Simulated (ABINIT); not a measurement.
Planning a run of ABINIT 10.8.3 on Ba2H3I (P-3m1). The input:

```
acell 3*1.0 Angstrom
rprim 
  4.536403231722 0.000000000020 0.000000000000
  -2.268201615878 3.928640440471 0.000000000000
  0.000000000000 0.000000000000 8.119554120000
ntypat 3
znucl 56 1 53
natom 6
typat 1 1 2 2 2 3
xred 
  0.666666666667 0.333333333333 0.684719380000
  0.333333333333 0.666666666667 0.315280620000
  0.666666666667 0.333333333333 0.356100520000
  0.333333333333 0.666666666667 0.643899480000
  0.000000000000 0.000000000000 0.500000000000
  0.000000000000 0.000000000000 0.000000000000
pp_dirpath "pseudos"
pseudos "Ba.upf, H.upf, I.upf"
ecut 31
ngkpt 6 6 4
nshiftk 1
shiftk 0 0 0
kptopt 1
chksymbreak 0
nband 22
occopt 1
tolvrs 1e-10
nstep 60
prtwf 0
optforces 0
optstress 0
indata_prefix "in"
outdata_prefix "out"
tmpdata_prefix "tmp"
```

```sh
OMP_NUM_THREADS=1 mpirun -n 4 abinit run.abi > log
```

Q: Estimate wall time and host memory on 4 MPI ranks of Arm Neoverse V1, shared host.

It took 51 s; on shared hardware allow 25 s to 1.7 min. Peak host memory was 0.44 GiB.

[Paths, hosts, dates, memory and timing lines, banners, echoed tables and standing remarks are left out of the program output.]

[Logs are printed without paths, hosts, clocks, repeated set-up lines and the standing remarks that a program may print on its own settings, such as how far it seeks lower states.]

[Runs of the session that timed out or met a known fault of the program may be left out.]

[No measured gap is set beside runs whose start may be inverted or whose files or cutoffs have a known fault.]

[Hosts, paths, dates, database ids (printed as entryN), source tags and the programs' standing remarks are cut or masked in the printed files.]

[G0W0 gaps are taken among the corrected bands and points alone; a level outside them can change the order at an edge.]

[Where Ansatz stands beside ABINIT at settings called matched, ABINIT's density can come from a denser mesh and the files from another edition; pairs whose starting gaps differed by over 0.03 eV were left out, so agreement reads better than it is.]
